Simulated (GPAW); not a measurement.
# AlH3 (R-3c): one start, several treatments of the self-energy

Wanted: the gap of AlH3 (R-3c) under several approximations, with cost.

Program: GPAW 26.7.0. Level of theory: LDA and many-body steps on it, plane waves. Results are calculated unless marked as measured.

### Step 1. The structure

Symmetry: R-3c, No. 167, trigonal system. Conventional cell: a = 4.449 Å, b = 4.449 Å, c = 11.804 Å, α = 90.00°, β = 90.00°, γ = 120.00°. Nearest to Al lie 6 H at 1.72 Å. Nearest to H lie 2 Al at 1.72 Å. Farther neighbours are not listed.

Structure file:

```xyz
8
Lattice="2.2247 1.2844 3.9346 -2.2247 1.2844 3.9346 0.0000 -2.5688 3.9346" Properties=species:S:1:pos:R:3 pbc="T T T"
Al    0.0000    0.0000    0.0000
Al    0.0000    0.0000    5.9019
H     0.5695    1.2844    6.8855
H    -1.3971   -0.1490    6.8855
H     0.8276   -1.1354    6.8855
H    -0.5695   -1.2844    4.9182
H     1.3971    0.1490    4.9182
H    -0.8276    1.1354    4.9182
```

The cell and positions come from the Crystallography Open Database and are kept as given unless a step says otherwise.

### Step 2. Empty states on the mesh, 4×4×4 mesh, 237 bands

This step: GPAW 26.7.0; DFT, LDA, plane waves, PAW.

The sums over transitions need many empty states on a uniform mesh; this step solves for them.

Input file run.py:

```python
import json
import numpy as np
from gpaw.mpi import world
from gpaw import GPAW

calc = GPAW('gs.gpw').fixed_density(kpts={'size': (4, 4, 4), 'gamma': True},
    parallel={'domain': 1, 'band': 1},
    txt='nscf.txt')
calc.diagonalize_full_hamiltonian(nbands=237)
calc.write('full.gpw', mode='all')
res = {}
kpts = calc.get_ibz_k_points()
res['kpts'] = kpts
res['eigenvalues'] = [calc.get_eigenvalues(kpt=k) for k in range(len(kpts))]
res['n_electrons'] = calc.get_number_of_electrons()

if world.rank == 0:
    with open('result.json', 'w') as f:
        json.dump(res, f, default=lambda x: x.tolist())
```

Command:

```sh
$ mpirun -n 4 gpaw python run.py
```

Numbers of over 12 decimals in the logs are rounded to 6 here.

The program printed:

```text
Diagonalizing LCAO Hamiltonian
Converting LCAO to pw mode
convergence criteria:
- Maximum integral of absolute [eigenst]ate change: 4e-08 eV^2 / valence electron
maximum number of iterations: 100

SCF iterations
|iter     |     time |      energy | eigst |  dens |
|iter:   1|  |             | +1.40 |       |
|iter:   2|  |             | +0.17 |       |
|iter:   3|  |             | -1.23 |       |
[...]
|iter:   7|  |             | -6.31 |       |
|iter:   8|  |             | -7.13 |       |
|iter:   9|  |             | -8.07c|       |
SCF steps: 9
  __  _  _
 | _ |_)|_||  |
 |__||  | ||/\| - 26.7.0

Input parameters:
  mode=PW(ecut=600.0),
  convergence={'density': 1e-06, 'bands': -3},
  gpts=array([27, 27, 27]),
  kpts=MonkhorstPack(size=(4, 4, 4), gamma=True),
  maxiter=100,
  nbands=16,
  occupations=Occupations(name='fermi-dirac', width=0.001, fixmagmom=False),
  parallel={'domain': 1, 'band': 1},
  xc=XC(name='LDA')
Matrix size: 2265x2265
# Writing to full.gpw (mode='all')
  [... matrices ...]

timing:  # [seconds]
  Total: 50.669  # ━━━━━━━━━━━━━━━━━━━━━━━━━━━━━━━━━━━━━━━━━━━━━━━━━━━━━━━━━━
```

Wall time 56 s (4 MPI ranks of Arm Neoverse V1, shared host); peak memory 2.4 GiB; 3.7 min of CPU time.

This step gave:

* gap: 1.959 eV
* k of the valence top: 0.25, 0.25, 0
* k of the conduction bottom: 0, 0, 0
* least direct gap: 2.007 eV
* k points computed: 14
* lowest point of the top converged band, above the valence top: 123.1865 eV

On this mesh the gap is 1.959 eV.

### Step 3. G0W0, Godby-Needs plasmon pole

G0W0 replaces the xc potential by the self-energy, built once from these orbitals. Only a window of levels is corrected, while the sums run over the empty bands that the input names.

This step: G0W0 on LDA, plane waves, PAW.

Input file run.py:

```python
import json
import numpy as np
from gpaw.mpi import world
from gpaw.response.g0w0 import G0W0

gw = G0W0('full.gpw',
    filename='gw',
    kpts=[0, 4],
    bands=(4, 8),
    ecut=78,
    nbands=105,
    integrate_gamma='WS',
    ppa=True)
gw.calculate()
res = {mode: {k: v for k, v in r.items() if k != 'sigma_eskwn'}
       for mode, r in gw.all_results.items()}

if world.rank == 0:
    with open('result.json', 'w') as f:
        json.dump(res, f, default=lambda x: x.tolist())
```

Command:

```sh
$ mpirun -n 4 gpaw python run.py
```

The program printed:

```text
Using integrator: PointIntegrator
FrequencyGridDescriptor(from 0.000+0.000j to 0.000+27.211j eV, 2 points)
Nonperiodic BCs:  [False False False]
Using integrator: PointIntegrator
FrequencyGridDescriptor(from 0.000+0.000j to 0.000+27.211j eV, 2 points)
Nonperiodic BCs:  [False False False]
  ___  _ _ _
 |   || | | |
 | | || | | |
 |__ ||_____|
 |___|

BZ k-points: Symmetries present (total): 6

  [... matrices ...]
64 k-points: 4 x 4 x 4 Monkhorst-Pack grid + [1/8,1/8,1/8]
14 k-points in the irreducible part of the Brillouin zone
       k-points in crystal coordinates                weights
   0:     0.00000000    0.00000000    0.00000000          1/64
   1:     0.25000000    0.00000000   -0.25000000          6/64
   2:     0.25000000    0.00000000    0.00000000          6/64
   3:     0.25000000    0.25000000   -0.25000000          6/64
   4:     0.25000000    0.25000000    0.00000000          6/64
   5:     0.25000000    0.25000000    0.25000000          2/64
   6:     0.50000000    0.00000000    0.00000000          3/64
   7:     0.50000000    0.00000000    0.25000000          6/64
   8:     0.50000000    0.25000000   -0.25000000          6/64
   9:     0.50000000    0.25000000    0.00000000          6/64
          ...
  13:     0.50000000    0.50000000    0.50000000          1/64

Distributing spins, k-points and bands (1 x 2 x 4) over 4 processes
Number of blocks: 1

Quasi particle states:
k-points (IBZ indices): [0, 4]
Band range: (4, 8)
  [... matrices ...]
Computational parameters:
Plane wave cut-off: 78 eV
Number of bands: 105
Coulomb cutoff: None
Broadening: 0.1 eV

fxc modes: GW
Kernel: RPA
Using Godby-Needs plasmon-pole approximation:
  Fitting energy: i*E0, E0 = 1.000 Hartree
Summing all q:

Calculating screened Coulomb potential
No Coulomb truncation
FrequencyGridDescriptor(from 0.000+0.000j to 0.000+27.211j eV, 2 points)
Removing empty qpoint cache files...

Calculating chi0 body with:
    Ground state adapter containing:
    Number of spins: 1
    Number of kpoints: 64
    Number of irreducible kpoints: 14
    Number of completely occupied states: 6
    Number of partially occupied states: 6
    Occupied states memory: 1.802032 M / cpu

    Linear response parametrization:
    q_c: [0.0, 0.0, 0.0]
    Number of frequency points: 2
    Planewave cutoff: 78.0
    Number of bands: 105
    Number of planewaves: 113
    Broadening (eta): 1e-06
    comm.size: 4
    kncomm.size: 4
    blockcomm.size: 1

    Memory estimate of potentially large arrays:
        chi0_wGG: 0.389679 M / cpu
Integrating chi0 body.

Symmetries of q_c:
    Direct symmetries (Uq -> q): 6
    Indirect symmetries (TUq -> q): 0
In total 6 allowed symmetries.

  [... matrices ...]
14 groups of equivalent kpoints. 78.125% reduction.

Integral kind: response function
Integrating chi0 head and wings.

Symmetries of q_c:
    Direct symmetries (Uq -> q): 6
    Indirect symmetries (TUq -> q): 0
In total 6 allowed symmetries.

  [... matrices ...]
14 groups of equivalent kpoints. 78.125% reduction.

Integral kind: response function wings

Calculating chi0 body with:
    Ground state adapter containing:
    Number of spins: 1
    Number of kpoints: 64
    Number of irreducible kpoints: 14
    Number of completely occupied states: 6
    Number of partially occupied states: 6
    Occupied states memory: 1.802032 M / cpu

    Linear response parametrization:
[... the further q-points ...]

Results:
f:      Occupation numbers
eps:     KS-eigenvalues [eV]
vxc:     KS vxc [eV]
exx:     Exact exchange [eV]
sigma:   Self-energies [eV]
dsigma:  Self-energy derivatives
Z:       Renormalization factors
qp:      QP-energies [eV]

k-point 0 (0): (0.000, 0.000, 0.000)                GW
band       f     eps     vxc     exx   sigma  dsigma       Z      qp
                                                                   GW
   4   1.000   0.511 -11.891 -15.286   2.023  -0.269   0.788  -0.571
   5   1.000   0.511 -11.891 -15.286   2.023  -0.269   0.788  -0.571
   6   0.000   2.518 -12.899  -8.374  -3.187  -0.237   0.808   3.600
   7   0.000   6.178  -8.528  -3.651  -3.931  -0.223   0.818   6.951

k-point 1 (4): (0.250, 0.250, 0.000)                GW
band       f     eps     vxc     exx   sigma  dsigma       Z      qp
                                                                   GW
   4   1.000  -1.386 -11.657 -15.511   2.422  -0.291   0.775  -2.496
   5   1.000   0.559 -11.704 -14.965   1.934  -0.267   0.789  -0.488
   6   0.000   4.706 -12.820  -8.074  -3.478  -0.248   0.801   5.724
   7   0.000   6.043  -8.873  -4.155  -3.814  -0.224   0.817   6.782
```

It took 70 s on 4 MPI ranks; peak memory 1.2 GiB; 4.7 min of CPU time.

This step gave:

```yaml
g0w0_gap_on_the_points_computed: 4.088 eV
least_direct_g0w0_gap_on_the_computed_points: 4.171 eV
z_at_the_valence_top: 0.7891
z_at_the_conduction_bottom: 0.8084
starting_gap_on_the_mesh: 1.959 eV
k_of_the_valence_top: 0.25, 0.25, 0
k_of_the_conduction_bottom: 0, 0, 0
```

The gap on the mesh goes from 1.96 eV to 4.09 eV, a correction of +2.13 eV.

### Step 4. One-shot HSE06

This step: one-shot HSE06 levels on LDA orbitals, plane waves, PAW.

Input file run.py:

```python
import json
import numpy as np
from gpaw.mpi import world
from gpaw.hybrids.eigenvalues import non_self_consistent_eigenvalues

dft, vxc, vxc_hyb = non_self_consistent_eigenvalues('full.gpw', 'HSE06', 4, 8, kpt_indices=[0, 4])
res = {'dft': dft[0], 'hybrid': (dft - vxc + vxc_hyb)[0]}
if world.rank == 0:
    with open('hybrid.txt', 'w') as f:
        for k, e0, e1 in zip([0, 4], res['dft'], res['hybrid']):
            print(k, ' '.join(f'{x:9.4f}' for x in e0), '|', ' '.join(f'{x:9.4f}' for x in e1), file=f)

if world.rank == 0:
    with open('result.json', 'w') as f:
        json.dump(res, f, default=lambda x: x.tolist())
```

Command:

```sh
$ mpirun -n 4 gpaw python run.py
```

The program printed:

```text
IBZ(<points: 14, symmetries: 6>)
Occupied bands: 6
Transforming wave functions from IBZ to BZ: 0.022 seconds
Distributing wave functions and iFFT-ing to real space: 0.153 seconds
Calculating eigenvalues:
  k-points: 2
  Bands: 4-7 (inclusive)
  Seconds: 0.686 (wave-function broadcasting: 0.011 seconds)
HSE06-eigenvalue shifts:
  min: -0.834 eV
  ave: -0.048 eV
  max: 0.766 eV
```

It took 3.4 s on 4 MPI ranks; peak memory 0.78 GiB.

This step gave:

```yaml
starting_gap_on_the_mesh: 1.959 eV
hybrid_gap_on_the_mesh: 3.419 eV
least_direct_hybrid_gap_on_the_computed_points: 3.515 eV
```

### Step 5. G0W0, extrapolated in the cutoff

This step: G0W0 on LDA, plane waves, PAW.

Input file run.py:

```python
import json
import numpy as np
from gpaw.mpi import world
from gpaw.response.g0w0 import G0W0

gw = G0W0('full.gpw',
    filename='gw',
    kpts=[0, 4],
    bands=(4, 8),
    ecut=130.0,
    integrate_gamma='WS',
    ppa=True,
    ecut_extrapolation=True)
gw.calculate()
res = {mode: {k: v for k, v in r.items() if k != 'sigma_eskwn'}
       for mode, r in gw.all_results.items()}

if world.rank == 0:
    with open('result.json', 'w') as f:
        json.dump(res, f, default=lambda x: x.tolist())
```

Command:

```sh
$ mpirun -n 4 gpaw python run.py
```

The program printed:

```text
Using integrator: PointIntegrator
FrequencyGridDescriptor(from 0.000+0.000j to 0.000+27.211j eV, 2 points)
Nonperiodic BCs:  [False False False]
Using integrator: PointIntegrator
FrequencyGridDescriptor(from 0.000+0.000j to 0.000+27.211j eV, 2 points)
Nonperiodic BCs:  [False False False]
  ___  _ _ _
 |   || | | |
 | | || | | |
 |__ ||_____|
 |___|

BZ k-points: Symmetries present (total): 6

  [... matrices ...]
64 k-points: 4 x 4 x 4 Monkhorst-Pack grid + [1/8,1/8,1/8]
14 k-points in the irreducible part of the Brillouin zone
       k-points in crystal coordinates                weights
   0:     0.00000000    0.00000000    0.00000000          1/64
   1:     0.25000000    0.00000000   -0.25000000          6/64
   2:     0.25000000    0.00000000    0.00000000          6/64
[...]
9:     0.50000000    0.25000000    0.00000000          6/64
          ...
  13:     0.50000000    0.50000000    0.50000000          1/64

Distributing spins, k-points and bands (1 x 2 x 4) over 4 processes
Number of blocks: 1

Quasi particle states:
k-points (IBZ indices): [0, 4]
Band range: (4, 8)
  [... matrices ...]
Computational parameters:
Extrapolating to infinite plane wave cut-off using points at:
  112.031 eV
  120.183 eV
  130.000 eV
Number of bands: 227
Coulomb cutoff: None
Broadening: 0.1 eV

fxc modes: GW
Kernel: RPA
Using Godby-Needs plasmon-pole approximation:
  Fitting energy: i*E0, E0 = 1.000 Hartree
Summing all q:

Calculating screened Coulomb potential
No Coulomb truncation
FrequencyGridDescriptor(from 0.000+0.000j to 0.000+27.211j eV, 2 points)
Removing empty qpoint cache files...

Calculating chi0 body with:
    Ground state adapter containing:
    Number of spins: 1
    Number of kpoints: 64
    Number of irreducible kpoints: 14
[...]
chi0_wGG: 1.358673 M / cpu
Integrating chi0 body.

Symmetries of q_c:
    Direct symmetries (Uq -> q): 6
    Indirect symmetries (TUq -> q): 0
In total 6 allowed symmetries.

  [... matrices ...]
14 groups of equivalent kpoints. 78.125% reduction.

Integral kind: response function
Integrating chi0 head and wings.

Symmetries of q_c:
    Direct symmetries (Uq -> q): 6
    Indirect symmetries (TUq -> q): 0
In total 6 allowed symmetries.

  [... matrices ...]
14 groups of equivalent kpoints. 78.125% reduction.

Integral kind: response function wings

Calculating chi0 body with:
    Ground state adapter containing:
    Number of spins: 1
    Number of kpoints: 64
    Number of irreducible kpoints: 14
    Number of completely occupied states: 6
    Number of partially occupied states: 6
    Occupied states memory: 1.802032 M / cpu

    Linear response parametrization:
[... the further q-points ...]
Extrapolating selfenergy to infinite energy cutoff:
  Performing linear fit to 3 points
  Warning: Bad quality of linear fit for some (n,k).
           Higher cutoff might be necessary.
  Minimum R^2 = 0.0240. (R^2 Should be close to 1)
  [... matrices ...]
Results:
f:      Occupation numbers
eps:     KS-eigenvalues [eV]
vxc:     KS vxc [eV]
exx:     Exact exchange [eV]
sigma:   Self-energies [eV]
dsigma:  Self-energy derivatives
Z:       Renormalization factors
qp:      QP-energies [eV]

k-point 0 (0): (0.000, 0.000, 0.000)                GW
band       f     eps     vxc     exx   sigma  dsigma       Z      qp
                                                                   GW
   4   1.000   0.511 -11.891 -15.286   1.448  -0.279   0.782  -1.012
   5   1.000   0.511 -11.891 -15.286   1.448  -0.279   0.782  -1.012
   6   0.000   2.518 -12.899  -8.374  -3.432  -0.239   0.807   3.400
[...]
k-point 1 (4): (0.250, 0.250, 0.000)                GW
band       f     eps     vxc     exx   sigma  dsigma       Z      qp
                                                                   GW
[...]
6   0.000   4.706 -12.820  -8.074  -3.822  -0.252   0.799   5.445
   7   0.000   6.043  -8.873  -4.155  -4.021  -0.222   0.818   6.614
```

It took 4.5 min on 4 MPI ranks; peak memory 1.4 GiB; 18 min of CPU time.

This step gave:

| Quantity | Value |
| --- | --- |
| quasiparticle gap on the points computed | 4.314 eV |
| least direct quasiparticle gap on the computed points | 4.412 eV |
| Z at the valence top | 0.7836 |
| Z at the conduction bottom | 0.8073 |
| starting gap on the mesh | 1.959 eV |
| k of the valence top | 0.25, 0.25, 0 |
| k of the conduction bottom | 0, 0, 0 |
| gaps at the cutoffs of the extrapolation | 4.174, 4.188, 4.203 eV |

Against G0W0 in GPAW (4×4×4 mesh, 105 bands, screening to 78 eV, Godby-Needs plasmon pole), the gap moves by +0.226 eV.

### Step 6. One-shot Hartree-Fock

This step: one-shot Hartree-Fock levels on LDA orbitals, plane waves, PAW.

Input file run.py:

```python
import json
import numpy as np
from gpaw.mpi import world
from gpaw.hybrids.eigenvalues import non_self_consistent_eigenvalues

dft, vxc, vxc_hyb = non_self_consistent_eigenvalues('full.gpw', 'EXX', 4, 8, kpt_indices=[0, 4])
res = {'dft': dft[0], 'hybrid': (dft - vxc + vxc_hyb)[0]}
if world.rank == 0:
    with open('hybrid.txt', 'w') as f:
        for k, e0, e1 in zip([0, 4], res['dft'], res['hybrid']):
            print(k, ' '.join(f'{x:9.4f}' for x in e0), '|', ' '.join(f'{x:9.4f}' for x in e1), file=f)

if world.rank == 0:
    with open('result.json', 'w') as f:
        json.dump(res, f, default=lambda x: x.tolist())
```

Command:

```sh
$ mpirun -n 4 gpaw python run.py
```

The program printed:

```text
IBZ(<points: 14, symmetries: 6>)
Occupied bands: 6
Transforming wave functions from IBZ to BZ: 0.022 seconds
Distributing wave functions and iFFT-ing to real space: 0.151 seconds
Calculating eigenvalues:
  k-points: 2
  Bands: 4-7 (inclusive)
  Seconds: 0.992 (wave-function broadcasting: 0.008 seconds)
HSE06-eigenvalue shifts:
  min: -3.855 eV
  ave: 0.620 eV
  max: 4.877 eV
```

The job ended after 3.4 s (4 MPI ranks; peak memory 0.8 GiB; 13 s of CPU time).

This step gave:

* starting gap on the mesh: 1.959 eV
* hybrid gap on the mesh: 9.745 eV
* least direct hybrid gap on the computed points: 9.928 eV

### Step 7. G0W0, full frequency, Hilbert transform

This step: G0W0 on LDA, plane waves, PAW.

Input file run.py:

```python
import json
import numpy as np
from gpaw.mpi import world
from gpaw.response.g0w0 import G0W0

gw = G0W0('full.gpw',
    filename='gw',
    kpts=[0, 4],
    bands=(4, 8),
    ecut=78,
    nbands=105,
    integrate_gamma='WS',
    frequencies={'type': 'nonlinear', 'domega0': 0.1, 'omega2': 15.0},
    eta=0.1,
    nblocksmax=True)
gw.calculate()
res = {mode: {k: v for k, v in r.items() if k != 'sigma_eskwn'}
       for mode, r in gw.all_results.items()}

if world.rank == 0:
    with open('result.json', 'w') as f:
        json.dump(res, f, default=lambda x: x.tolist())
```

Command:

```sh
$ mpirun -n 4 gpaw python run.py
```

The program printed:

```text
Using integrator: PointIntegrator
NonLinearFrequencyDescriptor(from 0.000 to 79.704 eV, 250 points)
Nonperiodic BCs:  [False False False]
Using integrator: PointIntegrator
NonLinearFrequencyDescriptor(from 0.000 to 79.704 eV, 250 points)
Nonperiodic BCs:  [False False False]
  ___  _ _ _
 |   || | | |
 | | || | | |
 |__ ||_____|
 |___|

BZ k-points: Symmetries present (total): 6

  [... matrices ...]
64 k-points: 4 x 4 x 4 Monkhorst-Pack grid + [1/8,1/8,1/8]
14 k-points in the irreducible part of the Brillouin zone
       k-points in crystal coordinates                weights
[...]
GW
   4   1.000   0.511 -11.891 -15.286   2.022  -0.289   0.776  -0.554
   5   1.000   0.511 -11.891 -15.286   2.022  -0.289   0.776  -0.554
   6   0.000   2.518 -12.899  -8.374  -3.159  -0.246   0.802   3.614
[...]
k-point 1 (4): (0.250, 0.250, 0.000)                GW
band       f     eps     vxc     exx   sigma  dsigma       Z      qp
                                                                   GW
[...]
6   0.000   4.706 -12.820  -8.074  -3.464  -0.267   0.789   5.719
   7   0.000   6.043  -8.873  -4.155  -3.786  -0.242   0.805   6.793
```

Wall time 99 s (4 MPI ranks); peak memory 1.3 GiB.

This step gave:

```
G0W0 gap on the points computed              : 4.087 eV
least direct G0W0 gap on the computed points : 4.168 eV
starting gap on the mesh                     : 1.959 eV
k of the valence top                         : 0.25, 0.25, 0
k of the conduction bottom                   : 0, 0, 0
```

Against G0W0 in GPAW (4×4×4 mesh, 105 bands, screening to 78 eV, Godby-Needs plasmon pole), the gap moves by −0.001 eV.

### Step 8. Side by side

Times are wall times on 4 MPI ranks of Arm Neoverse V1, shared host, good to a factor of about two.

```
                                    run   mesh  bands  screening cutoff (eV)  DFT gap (eV)  gap on the mesh (eV)  direct (eV)     time
         G0W0, Godby-Needs plasmon pole  4×4×4    105                     78         1.959                 4.088        4.171     70 s
                         one-shot HSE06  4×4×4      -                      -         1.959                 3.419        3.515    3.4 s
       G0W0, extrapolated in the cutoff  4×4×4      -                    130         1.959                 4.314        4.412  4.5 min
                  one-shot Hartree-Fock  4×4×4      -                      -         1.959                 9.745        9.928    3.4 s
G0W0, full frequency, Hilbert transform  4×4×4    105                     78         1.959                 4.087        4.168     99 s
```

### Step 9. Results

```json
{
  "G0W0, Godby-Needs plasmon pole": "4.088 eV",
  "one-shot HSE06": "3.419 eV",
  "G0W0, extrapolated in the cutoff": "4.314 eV",
  "one-shot Hartree-Fock": "9.745 eV",
  "G0W0, full frequency, Hilbert transform": "4.087 eV",
  "known limits": "not at the basis limit"
}
```

What this shows: One-shot HSE06: −0.669 eV against G0W0, Godby-Needs plasmon pole. G0W0, extrapolated in the cutoff: +0.226 eV against G0W0, Godby-Needs plasmon pole, at other bands or cutoff, so not like for like. One-shot Hartree-Fock: +5.657 eV against G0W0, Godby-Needs plasmon pole. G0W0, full frequency, Hilbert transform: −0.001 eV against G0W0, Godby-Needs plasmon pole. Bare exchange alone opens the gap to 9.74 eV; against G0W0, correlation takes back 5.66 eV. One-shot hybrid levels are evaluated on the LDA orbitals. Bands and cutoff are finite, so the gap is not at the basis limit. The miss can reach some tenths of an eV and take either sign; the mesh is an error of its own. These stock PAW sets were not made for GW. In the G0W0 runs levels were corrected at 2 k points alone, so a gap called «on the mesh» is the least over those, and an edge elsewhere would be missed. The program warns of a poor linear fit in the extrapolation of some level, so the extrapolated values are rough.

[Paths, hosts, dates, memory and timing lines, banners, echoed tables and standing remarks are left out of the program output.]

[Logs are printed without paths, hosts, clocks, repeated set-up lines and the standing remarks that a program may print on its own settings, such as how far it seeks lower states.]

[Runs of the session that timed out or met a known fault of the program may be left out.]

[Hosts, paths, dates, database ids (printed as entryN), source tags and the programs' standing remarks are cut or masked in the printed files.]
